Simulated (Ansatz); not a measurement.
# BaSrF4: complex band structure, part 2 of 2

A new crystal, BaSrF4: structure, gap and complex bands. It is built by putting F for I, Sr for Ca in the BaCaI4 structure of space group P2/m, with the volume rescaled by atomic radii. The parent structure comes from the Materials Project.

Ansatz 0.2.0; r2SCAN DFT, plane waves, PAW files (the session's first sound run).

So far, gap on the k-mesh (eV): step 3 (band edges, r2SCAN) 6.53; step 7 (r2SCAN JTH, cutoff 1500 eV) 6.49.

The structure was built from a prototype and need not be the compound's stable phase.

## Step 9: The same cell, other settings

This step: r2SCAN DFT, plane waves, PAW files; complex bands by layer matching along the plane's normal; changed: output.transmission.e_range = [0, 2], output.transmission.de = 0.02 (Ansatz 0.2.0).

This run repeats an earlier one, its twin (the complex run, plane (100)), with two settings changed (output.transmission.e_range, output.transmission.de; files written aside). It is meant to test what the energy window and step decide. Where the input is shown as a difference, that is against the step before, not the twin.

Input file input.yaml:

```yaml
crystal:
  lattice:
    - [3.889258172, 0.0, 0.0]
    - [0.0, 7.166524506, 0.0]
    - [0.0, -0.615407377, 4.116298406]
  atoms:
    - { symbol: Ba, position: [0.5, 0.5, 0.0] }
    - { symbol: Sr, position: [0.0, 0.0, 0.0] }
    - { symbol: F, position: [0.0, 0.3315138601, 0.2597686683] }
    - { symbol: F, position: [0.5, 0.8565727731, 0.2201025157] }
    - { symbol: F, position: [0.5, 0.1434272269, 0.7798974843] }
    - { symbol: F, position: [0.0, 0.6684861399, 0.7402313317] }
kpoints:
  mp_grid: { grid: [6, 4, 6] }
scf:
  occupations: { method: fixed }
hamiltonian:
  xc: r2scan
output:
  eigenvalues: true
  transmission:
    leads: [[0, 0]]
    kpoints: [[0.0, 0.0], [0.0, -0.4479]]
    e_range: [0, 2]
    de: 0.02
```

Run with:

```sh
$ ansatz run input.yaml --threads 2 --pin off --max-ram 4096MiB --backend cpu --events-out ev --progress --plain --runs-dir out
```

Run time: 42 s. Hardware: 2 threads of AMD EPYC 9R45 (Zen 5), shared host; peak memory 1.1 GiB.

This step gave:

- free energy: -12770.8783 eV
- Fermi energy: 2.410 eV
- gap on the k-mesh: 6.535 eV

K parallel (0, 0); values up to 1.5 1/Å, a degenerate pair printed once or twice; energies at which all values exceed this have no row. Table of Im kz of the slowest decaying states by energy, zero at the highest filled level on the SCF mesh:

| energy (eV) | decay 1 (Å⁻¹) | decay 2 (Å⁻¹) | decay 3 (Å⁻¹) | decay 4 (Å⁻¹) |
| --- | --- | --- | --- | --- |
| 0.000 | 0.109 | 0.477 | 0.530 | 0.694 |
| 0.100 | 0.243 | 0.536 | 0.613 | 0.734 |
| 0.200 | 0.313 | 0.586 | 0.681 | 0.768 |
| 0.300 | 0.362 | 0.628 | 0.740 | 0.797 |
| 0.400 | 0.399 | 0.664 | 0.791 | 0.822 |
| 0.500 | 0.430 | 0.696 | 0.838 | 0.844 |
| 0.600 | 0.455 | 0.724 | 0.864 | 0.880 |
| 0.700 | 0.475 | 0.749 | 0.883 | 0.901 |
| 0.800 | 0.493 | 0.769 | 0.900 | 0.900 |
| 0.900 | 0.508 | 0.786 | 0.899 | 0.916 |
| 1.000 | 0.520 | 0.798 | 0.899 | 0.930 |
| 1.100 | 0.531 | 0.805 | 0.901 | 0.944 |
| 1.200 | 0.540 | 0.808 | 0.904 | 0.957 |
| 1.300 | 0.547 | 0.808 | 0.909 | 0.970 |
| 1.400 | 0.554 | 0.806 | 0.915 | 0.982 |
| 1.500 | 0.559 | 0.801 | 0.921 | 0.993 |
| 1.600 | 0.563 | 0.797 | 0.927 | 1.00 |
| 1.700 | 0.566 | 0.791 | 0.932 | 1.01 |
| 1.800 | 0.568 | 0.785 | 0.936 | 1.02 |
| 1.900 | 0.569 | 0.779 | 0.940 | 1.02 |
| 2.000 | 0.570 | 0.773 | 0.943 | 1.01 |

K parallel (0, -0.4479); values up to 1.5 1/Å, a degenerate pair printed once or twice; energies at which all values exceed this have no row. Table of Im kz of the slowest decaying states by energy, zero at the highest filled level on the SCF mesh:

| energy (eV) | decay 1 (Å⁻¹) | decay 2 (Å⁻¹) | decay 3 (Å⁻¹) | decay 4 (Å⁻¹) |
| --- | --- | --- | --- | --- |
| 0.000 | 0.123 | 0.520 | 0.539 | 0.677 |
| 0.100 | 0.292 | 0.319 | 0.565 | 0.584 |
| 0.200 | 0.383 | 0.408 | 0.604 | 0.623 |
| 0.300 | 0.450 | 0.475 | 0.639 | 0.658 |
| 0.400 | 0.504 | 0.530 | 0.670 | 0.689 |
| 0.500 | 0.550 | 0.578 | 0.700 | 0.718 |
| 0.600 | 0.591 | 0.620 | 0.729 | 0.745 |
| 0.700 | 0.628 | 0.658 | 0.757 | 0.770 |
| 0.800 | 0.662 | 0.693 | 0.786 | 0.793 |
| 0.900 | 0.693 | 0.726 | 0.814 | 0.816 |
| 1.000 | 0.723 | 0.756 | 0.799 | 0.836 |
| 1.100 | 0.751 | 0.779 | 0.785 | 0.855 |
| 1.200 | 0.765 | 0.777 | 0.812 | 0.873 |
| 1.300 | 0.752 | 0.802 | 0.838 | 0.890 |
| 1.400 | 0.742 | 0.826 | 0.862 | 0.902 |
| 1.500 | 0.733 | 0.850 | 0.886 | 0.896 |
| 1.600 | 0.725 | 0.872 | 0.890 | 0.908 |
| 1.700 | 0.717 | 0.884 | 0.894 | 0.925 |
| 1.800 | 0.709 | 0.878 | 0.915 | 0.919 |
| 1.900 | 0.702 | 0.872 | 0.912 | 0.935 |
| 2.000 | 0.695 | 0.865 | 0.906 | 0.955 |

## Step 10: The same cell, other settings

This step: r2SCAN DFT, plane waves, PAW files; complex bands by layer matching along the plane's normal; changed: scf.mixing = {"algorithm": "anderson", "beta": 0.005, "ndim": 1}, scf.max_iter = 80 (Ansatz 0.2.0).

This run repeats an earlier one, its twin (the complex run, plane (100)), with four settings changed (scf.mixing.algorithm, scf.mixing.beta, scf.mixing.ndim, scf.max_iter; files written aside). The setting was drawn as a possible misstep, on purpose. Where the input is shown as a difference, that is against the step before, not the twin.

Edit input.yaml of step 9 so:

```diff
@@ -16,2 +16,4 @@
   occupations: { method: fixed }
+  mixing: { algorithm: anderson, beta: 0.005, ndim: 1 }
+  max_iter: 80
 hamiltonian:
@@ -23,3 +25,3 @@
     kpoints: [[0.0, 0.0], [0.0, -0.4479]]
-    e_range: [0, 2]
-    de: 0.02
+    e_range: [-1.0, 7.53]
+    de: 0.21
```

Elapsed: 17 s, on 2 threads; peak memory 0.68 GiB.

Residual by cycle:

cycle, log10 residual and a bar from the least value:
```
        1       -1.0 ##############################
        8       -1.0 #############################
       15       -1.0 ##########################
       23       -1.1 #######################
       30       -1.2 ####################
       37       -1.2 #################
       44       -1.3 ##############
       51       -1.3 ###########
       58       -1.4 ########
       66       -1.4 #####
       73       -1.5 ###
       80       -1.5
```

After 80 cycles the residual stands at 0.030, against 0.057 at cycle 41 and a least value of 0.030. The cap of 80 cycles in the input ended the loop.

The program's message: “Error: did not converge after 80 iterations: dr2 = 3.04e-2 (threshold 1.00e-7), under the density mixer `anderson`; at k-index 0, counted from 0 in this SCF's own list of k-points, the highest band th …”

The fault put into the input: mixing far too weak (scf.mixing).

## Step 11: Outcome

| Item | Value |
| --- | --- |
| band gap | 6.53 eV |
| least decay constant at mid-gap, normal to (100) | 0.536 Å⁻¹ |
| least decay constant at mid-gap, normal to (001) | 0.524 Å⁻¹ |
| least decay constant on a mesh, normal to (100) | 0.533 Å⁻¹ |

What this shows: With r2SCAN, the slowest decay at the wavevectors tried is κ = 0.524 Å⁻¹, normal to (001). Through such a film the transmission near mid-gap falls as exp(−2κd), a factor of ten every 2.2 Å. The directions tried decay at nearly the same rate. A free electron under a barrier of half the gap would need a mass of 0.32 mₑ to decay at this rate. The compound is made up by substitution; its stability against other phases and against distortions of the cell's symmetry was not tested. r2SCAN still narrows gaps, if less than LDA and GGA do, so real decay constants are likely larger.

[Logs are printed without paths, hosts, clocks, repeated set-up lines and the standing remarks that a program may print on its own settings, such as how far it seeks lower states.]

[Hosts, paths, dates, database ids (printed as entryN), source tags and the programs' standing remarks are cut or masked in the printed files.]
